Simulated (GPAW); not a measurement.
# HfSi2As4 monolayer in an electric field, part 2 of 2

How does HfSi2As4 monolayer screen a perpendicular field?

GPAW 26.7.0; GPAW, PAW setups; layer in a repeated cell with vacuum, relaxation of atoms and in-plane cell (the session's first sound run).

So far. Step 5 (Field on): The dipole is now -0.0830 e Å, against 5.4e-4 in the run without a field. Step 8 (In a field): The dipole is now 0.0830 e Å, against 5.4e-4 in the run without a field.

## Step 9: In a field

The input, run.py:

```python
import json
import numpy as np
from ase import Atoms
from gpaw import GPAW, PW
from gpaw.external import ConstantElectricField

slab = Atoms(
    ['As', 'Si', 'As', 'Hf', 'As', 'Si', 'As'],
    positions=[
        [0.00000, -0.00000, 7.00000],
        [0.00000, 2.18877, 8.06924],
        [0.00000, 2.18877, 10.43153],
        [0.00000, -0.00000, 11.99856],
        [0.00000, 2.18877, 13.56561],
        [0.00000, 2.18877, 15.92790],
        [0.00000, -0.00000, 16.99714]],
    cell=[[3.79107, -0.0, 0.0], [-1.89553, 3.28316, 0.0], [0.0, 0.0, 23.9971]],
    pbc=[True, True, False])

slab.calc = GPAW(mode=PW(400), xc='PBE', kpts={'size': (9, 9, 1), 'gamma': True},
                 occupations={'name': 'fermi-dirac', 'width': 0.05}, nbands='200%',
                 convergence={'density': 1e-05}, maxiter=200,
                 poissonsolver={'dipolelayer': 'xy'},
                 external=ConstantElectricField(0.2, [0, 0, 1]),
                 symmetry={'tolerance': 1e-3}, txt='slab.txt')
result = {}
energy = slab.get_potential_energy()
fermi = slab.calc.get_fermi_level()
v = slab.calc.get_electrostatic_potential().mean((0, 1)) - fermi
n = slab.calc.get_pseudo_density().mean((0, 1))
L = slab.cell[2, 2]
z = np.arange(len(v)) * L / len(v)
low, high = slab.positions[:, 2].min(), slab.positions[:, 2].max()
below, above = np.interp([low - 4.8, high + 4.8], z, v)
slopes = [np.interp(x, z, np.gradient(v, z)) for x in (low - 4.8, high + 4.8)]
eps = np.array([[slab.calc.get_eigenvalues(k, s) for k in range(len(slab.calc.get_ibz_k_points()))]
                for s in range(slab.calc.get_number_of_spins())]) - fermi
top, bottom = eps[eps < 0].max(), eps[eps > 0].min()
dipole = slab.get_dipole_moment()[2]
print(f'energy {energy:.4f} eV, Fermi level {fermi:.4f} eV, dipole {dipole:.5f} e A')
print(f'potential 4.8 A off the faces, from the Fermi level: lower {below:.4f} eV, upper {above:.4f} eV')
print(f'slope of the potential there: lower {slopes[0]:.5f}, upper {slopes[1]:.5f} eV/A')
print(f'nearest levels on the mesh: {top:.4f} and {bottom:.4f} eV')
print('magnetic moment', round(slab.get_magnetic_moment(), 3))
result.update(energy=energy, fermi=fermi, dipole=dipole, below=below, above=above, slopes=slopes, edges=[top, bottom],
              z=z.tolist(), v=v.tolist(), n=n.tolist(), positions=slab.positions.tolist(),
              forces=slab.get_forces(apply_constraint=False).tolist(), moments=slab.get_magnetic_moments().tolist())
json.dump(result, open('result.json', 'w'))
```

Started as:

```console
$ OMP_NUM_THREADS=1 OPENBLAS_NUM_THREADS=1 python run.py
```

It took 3 min on 1 thread of Intel Xeon Platinum 8488C (Sapphire Rapids), shared host; peak memory 0.43 GiB.

The dipole is now 0.166 e Å, against 5.4e-4 in the run without a field.

## Step 10: In a field

Changes to run.py since step 9:

```diff
@@ -23,3 +23,3 @@
                  poissonsolver={'dipolelayer': 'xy'},
-                 external=ConstantElectricField(0.2, [0, 0, 1]),
+                 external=ConstantElectricField(0.3, [0, 0, 1]),
                  symmetry={'tolerance': 1e-3}, txt='slab.txt')
```

Run time: 3.1 min. Hardware: 1 thread; peak memory 0.43 GiB.

The electrostatic potential energy of an electron (without an applied field's), less the Fermi level, planar mean oscillates, so the rows of the table below give means over windows of 1.82 Å about each position, cut where the curve ends. Its maxima inside the range that stand out by 2 % of the span (Å: eV): 1.4: 6.84, 7.6: -8.03, 9.3: 3.07, 11.1: -4.61, 12.9: -5.10, 14.7: 1.51, 16.4: -10.5. Its minima: 7.1: -11.9, 8.0: -9.35, 10.5: -10.9, 12.0: -16.0, 13.5: -11.8, 16.0: -11.6, 16.9: -14.8.

Table of electrostatic potential energy of an electron (without an applied field's), less the Fermi level, planar mean by z; means over each step:

| z (Å) | electrostatic potential energy of an electron (without an applied field's), less the Fermi level, planar mean (eV) |
| --- | --- |
| 0.91 | 6.65 |
| 2.73 | 6.84 |
| 4.55 | 6.71 |
| 6.37 | -1.85 |
| 8.19 | -5.35 |
| 10.01 | -3.70 |
| 11.83 | -9.93 |
| 13.65 | -6.13 |
| 15.47 | -5.14 |
| 17.29 | -7.58 |
| 19.11 | 2.96 |
| 20.93 | 3.21 |
| 22.75 | 3.22 |

The dipole is now 0.249 e Å, against 5.4e-4 in the run without a field.

## Step 11: The series

The members are put on one axis.

This step: induced dipole against applied field (GPAW 26.7.0).

The dipole along the normal by field:

| field (V/Å) | dipole along the normal (e·Å) |
| --- | --- |
| -0.200 | -0.166 |
| -0.100 | -0.0830 |
| -0.050 | -0.0415 |
| 0.000 | 5.4e-4 |
| 0.050 | 0.0415 |
| 0.100 | 0.0830 |
| 0.200 | 0.166 |
| 0.300 | 0.249 |

## Step 12: A changed run

One more run, with changed settings.

This step: GPAW, PAW setups; slab in vacuum (GPAW 26.7.0).

Changes to run.py since step 10:

```diff
@@ -4,3 +4,2 @@
 from gpaw import GPAW, PW
-from gpaw.external import ConstantElectricField
 
@@ -19,7 +18,6 @@
 
-slab.calc = GPAW(mode=PW(400), xc='PBE', kpts={'size': (9, 9, 1), 'gamma': True},
+slab.calc = GPAW(mode=PW(60), xc='PBE', kpts={'size': (9, 9, 1), 'gamma': True},
                  occupations={'name': 'fermi-dirac', 'width': 0.05}, nbands='200%',
-                 convergence={'density': 1e-05}, maxiter=200,
+                 convergence={'density': 1e-05}, maxiter=100,
                  poissonsolver={'dipolelayer': 'xy'},
-                 external=ConstantElectricField(0.3, [0, 0, 1]),
                  symmetry={'tolerance': 1e-3}, txt='slab.txt')
```

Elapsed: 9.6 s, on 1 thread; peak memory 0.13 GiB.

The run finished. A setting was moved off its sound value on purpose, so it serves as a test and not as the result.

The fault put into the input: a cutoff far too low (ecut = 60).

## Step 13: Results

```
work function, upper and lower face            : 5.013 and 5.024 eV
dipole along the normal                        : 5.4e-4 e Å, near the numerical noise
induced dipole per field                       : 0.830 e Å per V/Å
out-of-plane polarisability per area, α/(ε0 A) : 12.1 Å
```

In words: The field induces 0.830 e Å per V/Å, a polarisable thickness α/(ε0 A) of 12.1 Å beside 10.00 Å between the outermost nuclei. A perfect conductor would give the distance between its two image planes; a dielectric of thickness t gives t(1 - 1/ε). The induced dipole is linear in the field over this range. The starting lattice was a guess from atomic radii; the relaxation moved it by 4 %. The small printed dipole stands for a step of -7.8 meV from the lower to the upper face, and the probes find -11 meV; values this small are near the numerical noise of both. The layer's cell and atoms come from the relaxation; spin-orbit coupling and temperature are left out.

[Logs are printed without paths, hosts, clocks, repeated set-up lines and the standing remarks that a program may print on its own settings, such as how far it seeks lower states.]

[Hosts, paths, dates, database ids (printed as entryN), source tags and the programs' standing remarks are cut or masked in the printed files.]
